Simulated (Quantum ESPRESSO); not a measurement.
## How a distortion at fixed volume moves the moments of MnH2O2 (Pyrochroite)

Wanted: the trend of the moments of MnH2O2 (Pyrochroite) with a distortion at fixed volume.

Main program and level: Quantum ESPRESSO 7.5; PBEsol with U = 4 eV on Mn d (ortho-atomic projectors); plane waves with GBRV 1.5 PBEsol potentials, no spin-orbit coupling.

## Step 1: Set-up

It takes space group P-3m1 (No. 164, trigonal). Conventional cell: a = 3.250 Å, b = 3.250 Å, c = 4.480 Å, α = 90.00°, β = 90.00°, γ = 120.00°. Nearest to Mn lie 6 O at 2.13 Å. Nearest to H lie 1 O at 0.99 Å. O has 1 H at 0.99 Å and 3 Mn at 2.13 Å nearest. Farther neighbours and most contacts between anions are not listed.

The cell comes from the Crystallography Open Database.

## Step 2: Factor along z 0.92, ferro +

Lengths along Cartesian z scale by the factor and those normal to it by its inverse root. Atoms keep their fractional places. Seeded atoms are those given a starting moment.

pw.in

```
&CONTROL
  calculation = 'scf'
  prefix = 'pwscf'
  outdir = './tmp'
  pseudo_dir = './pseudo'
  disk_io = 'nowf'
  tprnfor = .true.
  tstress = .true.
/
&SYSTEM
  ibrav = 0
  nat = 5
  ntyp = 3
  ecutwfc = 40
  ecutrho = 280
  nbnd = 25
  occupations = 'smearing'
  smearing = 'fd'
  degauss = 0.00367493
  nspin = 2
  starting_magnetization(1) = 0.3
  starting_magnetization(2) = 0
  starting_magnetization(3) = 0
/
&ELECTRONS
  conv_thr = 1d-08
  electron_maxstep = 150
  mixing_beta = 0.3
/
ATOMIC_SPECIES
Mn     54.9380 mn_pbesol_v1.5.uspp.F.UPF
H       1.0080 h_pbesol_v1.4.uspp.F.UPF
O      15.9990 o_pbesol_v1.2.uspp.F.UPF
CELL_PARAMETERS angstrom
   3.3883592284    0.0000000000    0.0000000000
  -1.6941796142    2.9344051690    0.0000000000
   0.0000000000    0.0000000000    4.1216000000
ATOMIC_POSITIONS crystal
Mn      0.0000000000    0.0000000000    0.0000000000
H       0.3333333333    0.6666666667    0.4460000000
H       0.6666666667    0.3333333333    0.5540000000
O       0.3333333333    0.6666666667    0.2260000000
O       0.6666666667    0.3333333333    0.7740000000
K_POINTS automatic
8 8 8 0 0 0
HUBBARD {ortho-atomic}
U Mn-3d 4.0000
```

Started as:

```sh
> OMP_NUM_THREADS=1 mpirun -n 2 pw.x -nk 2 -in pw.in > pw.out
```

Output:

```text
Program PWSCF v.7.5 starts

     Message from routine setup:
     using ibrav=0 with symmetry is DISCOURAGED, use correct ibrav instead

     K-points division:     npool     =       2
     Subspace diagonalization in iterative solution of the eigenvalue problem:

     bravais-lattice index     =            0
     lattice parameter (alat)  =       6.4031  a.u.
     unit-cell volume          =     276.5489 (a.u.)^3
     number of atoms/cell      =            5
     number of atomic types    =            3
     number of electrons       =        29.00
     number of Kohn-Sham states=           25
     kinetic-energy cutoff     =      40.0000  Ry
     charge density cutoff     =     280.0000  Ry
     scf convergence threshold =      1.0E-08
     mixing beta               =       0.3000
     number of iterations used =            8  plain     mixing
     Exchange-correlation= SLA  PW   PSX  PSC
                           (   1   4  10   8   0   0   0)
     Hubbard projectors: ortho-atomic
     Hubbard parameters of DFT+U (Dudarev formulation) in eV:
     U(Mn-3d) =  4.0000

     Internal variables: lda_plus_u =T, lda_plus_u_kind = 0

     Internal variables: orbital_resolved =F, hub_pot_fix =F, apply_U = F

     celldm(1)=   6.403071  celldm(2)=   0.000000  celldm(3)=   0.000000
     celldm(4)=   0.000000  celldm(5)=   0.000000  celldm(6)=   0.000000

     crystal axes: (cart. coord. in units of alat)
               a(1) = (   1.000000   0.000000   0.000000 )
               a(2) = (  -0.500000   0.866025   0.000000 )
               a(3) = (   0.000000   0.000000   1.216400 )

     reciprocal axes: (cart. coord. in units 2 pi/alat)
               b(1) = (  1.000000  0.577350 -0.000000 )
               b(2) = (  0.000000  1.154701  0.000000 )
               b(3) = (  0.000000 -0.000000  0.822098 )

     PseudoPot. # 1 for Mn read from file:
     mn_pbesol_v1.5.uspp.F.UPF
     Pseudo is Ultrasoft + core correction, Zval = 15.0

     PseudoPot. # 2 for H  read from file:
     h_pbesol_v1.4.uspp.F.UPF
     Pseudo is Ultrasoft, Zval =  1.0

     PseudoPot. # 3 for O  read from file:
     o_pbesol_v1.2.uspp.F.UPF
     Pseudo is Ultrasoft + core correction, Zval =  6.0

     atomic species   valence    mass     pseudopotential
     Mn               15.00    54.93800     Mn( 1.00)
     H                 1.00     1.00800     H ( 1.00)
     O                 6.00    15.99900     O ( 1.00)

     Starting magnetic structure
     atomic species   magnetization
     Mn              0.300
     H               0.000
     O               0.000

     12 Sym. Ops., with inversion, found

   Cartesian axes

     site n.     atom                  positions (alat units)
         1        Mn     tau(   1) = (   0.0000000   0.0000000   0.0000000  )
         2        H      tau(   2) = (  -0.0000000   0.5773503   0.5425144  )
         3        H      tau(   3) = (   0.5000000   0.2886751   0.6738856  )
         4        O      tau(   4) = (  -0.0000000   0.5773503   0.2749064  )
         5        O      tau(   5) = (   0.5000000   0.2886751   0.9414936  )

     number of k points=    65  Fermi-Dirac smearing, width (Ry)=  0.0037
                       cart. coord. in units 2pi/alat
        k(    1) = (   0.0000000   0.0000000   0.0000000), wk =   0.0019531
        k(    2) = (   0.0000000   0.0000000   0.1027623), wk =   0.0039062
        k(    3) = (   0.0000000   0.0000000   0.2055245), wk =   0.0039062
        k(    4) = (   0.0000000   0.0000000   0.3082868), wk =   0.0039062
        k(    5) = (   0.0000000   0.0000000  -0.4110490), wk =   0.0019531
        [... 60 further k-points ...]

     Dense  grid:    21797 G-vectors     FFT dimensions: (  36,  36,  45)

     Smooth grid:     9421 G-vectors     FFT dimensions: (  25,  25,  32)

     Check: negative core charge=   -0.000036
     Generating pointlists ...
     new r_m :   0.2638 (alat units)  1.6890 (a.u.) for type    1
     new r_m :   0.1104 (alat units)  0.7068 (a.u.) for type    2
     new r_m :   0.1104 (alat units)  0.7068 (a.u.) for type    3

     Initial potential from superposition of free atoms

     starting charge      28.4999, renormalised to      29.0000

     STARTING HUBBARD OCCUPATIONS:

     =================== HUBBARD OCCUPATIONS ===================
     ------------------------ ATOM    1 ------------------------
     Tr[ns(  1)] (up, down, total) =   5.00000  0.00000  5.00000
     Atomic magnetic moment for atom   1 =   5.00000
     [... lines left out ...]
     Number of occupied Hubbard levels =    5.0000

     Atomic wfc used for Hubbard projectors are orthogonalized

     Starting wfcs are   23 randomized atomic wfcs +    2 random wfcs

     Self-consistent Calculation

     iteration #  1     ecut=    40.00 Ry     beta= 0.30
     Davidson diagonalization with overlap
     ethr =  1.00E-02,  avg # of iterations =  4.6

     =================== HUBBARD OCCUPATIONS ===================
     ------------------------ ATOM    1 ------------------------
     Tr[ns(  1)] (up, down, total) =   4.93475  0.13143  5.06618
     Atomic magnetic moment for atom   1 =   4.80332
     [... lines left out ...]
     Number of occupied Hubbard levels =    5.0662

     total energy              =    -277.75585369 Ry
     estimated scf accuracy    <       0.71331854 Ry

     total magnetization       =     5.00 Bohr mag/cell
     absolute magnetization    =     5.00 Bohr mag/cell

     iteration #  2     ecut=    40.00 Ry     beta= 0.30
     Davidson diagonalization with overlap
     ethr =  2.46E-03,  avg # of iterations =  1.7

     total energy              =    -277.85465292 Ry
     estimated scf accuracy    <       0.05067965 Ry

     total magnetization       =     5.00 Bohr mag/cell
     absolute magnetization    =     5.00 Bohr mag/cell

     [... further iterations left out ...]

     iteration #  9     ecut=    40.00 Ry     beta= 0.30
     Davidson diagonalization with overlap
     ethr =  8.54E-10,  avg # of iterations =  2.0

     negative rho (up, down):  0.000E+00 5.913E-04

     total energy              =    -277.86192067 Ry
     estimated scf accuracy    <       0.00000003 Ry

     total magnetization       =     5.00 Bohr mag/cell
     absolute magnetization    =     5.00 Bohr mag/cell

     iteration # 10     ecut=    40.00 Ry     beta= 0.30
     Davidson diagonalization with overlap
     ethr =  9.83E-11,  avg # of iterations =  2.0

     negative rho (up, down):  0.000E+00 5.911E-04

     Magnetic moment per site  (integrated on atomic sphere of radius R)
     atom   1 (R=0.264)  charge= 12.4601  magn=  4.2353
     atom   2 (R=0.110)  charge=  0.3935  magn=  0.0024
     atom   3 (R=0.110)  charge=  0.3935  magn=  0.0024
     atom   4 (R=0.110)  charge=  1.6852  magn=  0.0262
     atom   5 (R=0.110)  charge=  1.6852  magn=  0.0262

     End of self-consistent calculation

     =================== HUBBARD OCCUPATIONS ===================
     ------------------------ ATOM    1 ------------------------
     Tr[ns(  1)] (up, down, total) =   4.97250  0.23304  5.20555
     Atomic magnetic moment for atom   1 =   4.73946
     [... lines left out ...]
     Number of occupied Hubbard levels =    5.2055

     Number of k-points >= 100: set verbosity='high' to print the bands.

     the Fermi energy is     8.4477 ev

!    total energy              =    -277.86192077 Ry
     estimated scf accuracy    <          6.7E-09 Ry
     smearing contrib. (-TS)   =      -0.00000000 Ry
     internal energy E=F+TS    =    -277.86192077 Ry

     The total energy is F=E-TS. E is the sum of the following terms:
     one-electron contribution =    -163.94429957 Ry
     hartree contribution      =      94.38576435 Ry
     xc contribution           =     -42.59243214 Ry
     ewald contribution        =    -165.74663776 Ry
     Hubbard energy            =       0.03568436 Ry

     total magnetization       =     5.00 Bohr mag/cell
     absolute magnetization    =     5.00 Bohr mag/cell

     convergence has been achieved in  10 iterations

     negative rho (up, down):  0.000E+00 5.911E-04

     Forces acting on atoms (cartesian axes, Ry/au):

     atom    1 type  1   force =    -0.00000000    0.00000000    0.00000000
     atom    2 type  2   force =     0.00000000    0.00000000    0.20421935
     atom    3 type  2   force =    -0.00000000   -0.00000000   -0.20421935
     atom    4 type  3   force =    -0.00000000   -0.00000000   -0.16667661
     atom    5 type  3   force =    -0.00000000   -0.00000000    0.16667661

     Total force =     0.372791     Total SCF correction =     0.000271

     Computing stress (Cartesian axis) and pressure

     negative rho (up, down):  0.000E+00 5.911E-04
          total   stress  (Ry/bohr**3)                   (kbar)     P=      192.56
   0.00031338   0.00000000  -0.00000000           46.10        0.00       -0.00
   0.00000000   0.00031338  -0.00000000            0.00       46.10       -0.00
  -0.00000000  -0.00000000   0.00330024           -0.00       -0.00      485.48

=------------------------------------------------------------------------------=
   JOB DONE.
=------------------------------------------------------------------------------=
```

The job ended after 30 s (2 MPI ranks of Intel Xeon 6975P-C (Granite Rapids), shared host; peak memory 0.28 GiB; 60 s of CPU time).

Spin moment in the atom's sphere by atom:

| atom | spin moment in the atom's sphere (μB) |
| --- | --- |
| Mn1 | 4.24 |
| H2 | 0.00 |
| H3 | 0.00 |
| O4 | 0.03 |
| O5 | 0.03 |

Numbers from this step:

```yaml
smearing_term_ts: 1.56e-9 eV
pressure: 19.26 GPa
magnetization: 5 μB
absolute_magnetization: 5 μB
final_state: ferromagnetic
```

## Step 3: Factor along z 0.92, antiferro q=(0,1/2,1/2) +-

The wavevector q is in fractions of the reciprocal vectors of the crystal's primitive cell, as the cells of these inputs are built from it; moments change sign between cells as cos(2π q·R).

pw.in

```
&CONTROL
  calculation = 'scf'
  prefix = 'pwscf'
  outdir = './tmp'
  pseudo_dir = './pseudo'
  disk_io = 'nowf'
  tprnfor = .true.
  tstress = .true.
/
&SYSTEM
  ibrav = 0
  nat = 10
  ntyp = 4
  ecutwfc = 40
  ecutrho = 280
  nbnd = 41
  occupations = 'smearing'
  smearing = 'fd'
  degauss = 0.00367493
  nspin = 2
  starting_magnetization(1) = 0.3
  starting_magnetization(2) = -0.3
  starting_magnetization(3) = 0
  starting_magnetization(4) = 0
/
&ELECTRONS
  conv_thr = 2d-08
  electron_maxstep = 150
  mixing_beta = 0.3
/
ATOMIC_SPECIES
Mn1    54.9380 mn_pbesol_v1.5.uspp.F.UPF
Mn2    54.9380 mn_pbesol_v1.5.uspp.F.UPF
H       1.0080 h_pbesol_v1.4.uspp.F.UPF
O      15.9990 o_pbesol_v1.2.uspp.F.UPF
CELL_PARAMETERS angstrom
   3.3883592284    0.0000000000    0.0000000000
  -3.3883592284    5.8688103379    0.0000000000
  -1.6941796142    2.9344051690    4.1216000000
ATOMIC_POSITIONS crystal
Mn1     0.0000000000    0.0000000000    0.0000000000
Mn2     0.0000000000    0.5000000000    0.0000000000
H       0.3333333333    0.1103333333    0.4460000000
H       0.3333333333    0.6103333333    0.4460000000
H       0.6666666667    0.8896666666    0.5540000000
H       0.6666666667    0.3896666666    0.5540000000
O       0.3333333333    0.2203333334    0.2260000000
O       0.3333333333    0.7203333333    0.2260000000
O       0.6666666667    0.7796666666    0.7740000000
O       0.6666666667    0.2796666666    0.7740000000
K_POINTS automatic
8 4 8 0 0 0
HUBBARD {ortho-atomic}
U Mn1-3d 4.0000
U Mn2-3d 4.0000
```

Output:

```text
     [... lines left out ...]
Program PWSCF v.7.5 starts
     [... lines left out ...]
     number of atoms/cell      =           10
     [... lines left out ...]
     number of electrons       =        58.00
     number of Kohn-Sham states=           41
     kinetic-energy cutoff     =      40.0000  Ry
     charge density cutoff     =     280.0000  Ry
     scf convergence threshold =      2.0E-08
     [... lines left out ...]
      4 Sym. Ops., with inversion, found
     [... lines left out ...]
     number of k points=    78  Fermi-Dirac smearing, width (Ry)=  0.0037
     [... lines left out ...]
     iteration # 11     ecut=    40.00 Ry     beta= 0.30
     [... lines left out ...]
     Magnetic moment per site  (integrated on atomic sphere of radius R)
     atom   1 (R=0.264)  charge= 12.4606  magn=  4.2272
     atom   2 (R=0.264)  charge= 12.4606  magn= -4.2272
     atom   3 (R=0.110)  charge=  0.3931  magn= -0.0008
     atom   4 (R=0.110)  charge=  0.3931  magn=  0.0008
     atom   5 (R=0.110)  charge=  0.3931  magn= -0.0008
     atom   6 (R=0.110)  charge=  0.3931  magn=  0.0008
     atom   7 (R=0.110)  charge=  1.6878  magn= -0.0086
     atom   8 (R=0.110)  charge=  1.6878  magn=  0.0086
     atom   9 (R=0.110)  charge=  1.6878  magn= -0.0086
     atom  10 (R=0.110)  charge=  1.6878  magn=  0.0086
     [... lines left out ...]
     Tr[ns(  1)] (up, down, total) =   4.97114  0.23714  5.20827
     [... lines left out ...]
     Tr[ns(  2)] (up, down, total) =   0.23714  4.97114  5.20827
     [... lines left out ...]
     the Fermi energy is     8.4522 ev
!    total energy              =    -555.72422314 Ry
     estimated scf accuracy    <          7.4E-09 Ry
     smearing contrib. (-TS)   =      -0.00000000 Ry
     [... lines left out ...]
     total magnetization       =    -0.00 Bohr mag/cell
     absolute magnetization    =     9.71 Bohr mag/cell
     convergence has been achieved in  11 iterations
     [... lines left out ...]
     Total force =     0.527732     Total SCF correction =     0.000007
     [... lines left out ...]
          total   stress  (Ry/bohr**3)                   (kbar)     P=      191.05
     [... lines left out ...]
```

It took 3.3 min on 2 MPI ranks; peak memory 0.66 GiB; 6.6 min of CPU time.

Spin moment in the atom's sphere by atom:

| atom | spin moment in the atom's sphere (μB) |
| --- | --- |
| Mn1 | 4.23 |
| Mn2 | -4.23 |
| H3 | 0.00 |
| H4 | 0.00 |
| H5 | 0.00 |
| H6 | 0.00 |
| O7 | -0.01 |
| O8 | 0.01 |
| O9 | -0.01 |
| O10 | 0.01 |

This step gave:

```
smearing term TS       : 3.37e-10 eV
pressure               : 19.10 GPa
magnetization          : 0 μB
absolute magnetization : 9.714 μB
final state            : antiferromagnetic
```

## Step 4: Factor along z 0.92, no spin polarisation

pw.in

```
&CONTROL
  calculation = 'scf'
  prefix = 'pwscf'
  outdir = './tmp'
  pseudo_dir = './pseudo'
  disk_io = 'nowf'
  tprnfor = .true.
  tstress = .true.
/
&SYSTEM
  ibrav = 0
  nat = 5
  ntyp = 3
  ecutwfc = 40
  ecutrho = 280
  nbnd = 23
  occupations = 'smearing'
  smearing = 'fd'
  degauss = 0.00367493
/
&ELECTRONS
  conv_thr = 1d-08
  electron_maxstep = 150
  mixing_beta = 0.3
/
ATOMIC_SPECIES
Mn     54.9380 mn_pbesol_v1.5.uspp.F.UPF
H       1.0080 h_pbesol_v1.4.uspp.F.UPF
O      15.9990 o_pbesol_v1.2.uspp.F.UPF
CELL_PARAMETERS angstrom
   3.3883592284    0.0000000000    0.0000000000
  -1.6941796142    2.9344051690    0.0000000000
   0.0000000000    0.0000000000    4.1216000000
ATOMIC_POSITIONS crystal
Mn      0.0000000000    0.0000000000    0.0000000000
H       0.3333333333    0.6666666667    0.4460000000
H       0.6666666667    0.3333333333    0.5540000000
O       0.3333333333    0.6666666667    0.2260000000
O       0.6666666667    0.3333333333    0.7740000000
K_POINTS automatic
8 8 8 0 0 0
HUBBARD {ortho-atomic}
U Mn-3d 4.0000
```

Output:

```text
     [... lines left out ...]
Program PWSCF v.7.5 starts
     [... lines left out ...]
     number of atoms/cell      =            5
     [... lines left out ...]
     number of electrons       =        29.00
     number of Kohn-Sham states=           23
     kinetic-energy cutoff     =      40.0000  Ry
     charge density cutoff     =     280.0000  Ry
     scf convergence threshold =      1.0E-08
     [... lines left out ...]
     12 Sym. Ops., with inversion, found
     [... lines left out ...]
     number of k points=    65  Fermi-Dirac smearing, width (Ry)=  0.0037
     [... lines left out ...]
     iteration # 15     ecut=    40.00 Ry     beta= 0.30
     [... lines left out ...]
     Tr[ns(  1)] =   5.52593
     [... lines left out ...]
     the Fermi energy is     7.0077 ev
!    total energy              =    -277.53983051 Ry
     estimated scf accuracy    <          3.0E-09 Ry
     smearing contrib. (-TS)   =      -0.00740357 Ry
     [... lines left out ...]
     convergence has been achieved in  15 iterations
     [... lines left out ...]
     Total force =     0.428016     Total SCF correction =     0.000115
     [... lines left out ...]
          total   stress  (Ry/bohr**3)                   (kbar)     P=      -22.79
     [... lines left out ...]
```

Elapsed: 17 s, on 2 MPI ranks; peak memory 0.23 GiB.

Numbers from this step:

```
smearing term TS : 0.1007 eV
pressure         : -2.279 GPa
final state      : non-magnetic (no spin polarisation)
```

(Continued in part 2 of 2.)

[Logs and program files are shortened in this print: banners, set-up blocks, solver, clock and traceback lines can be left out without a mark of their own.]

[Logs are printed without paths, hosts, clocks, repeated set-up lines and the standing remarks that a program may print on its own settings, such as how far it seeks lower states.]

[Hosts, paths, dates, database ids (printed as entryN), source tags and the programs' standing remarks are cut or masked in the printed files.]

[Where a cell is said to come from a database of computed structures, the database is the Materials Project.]
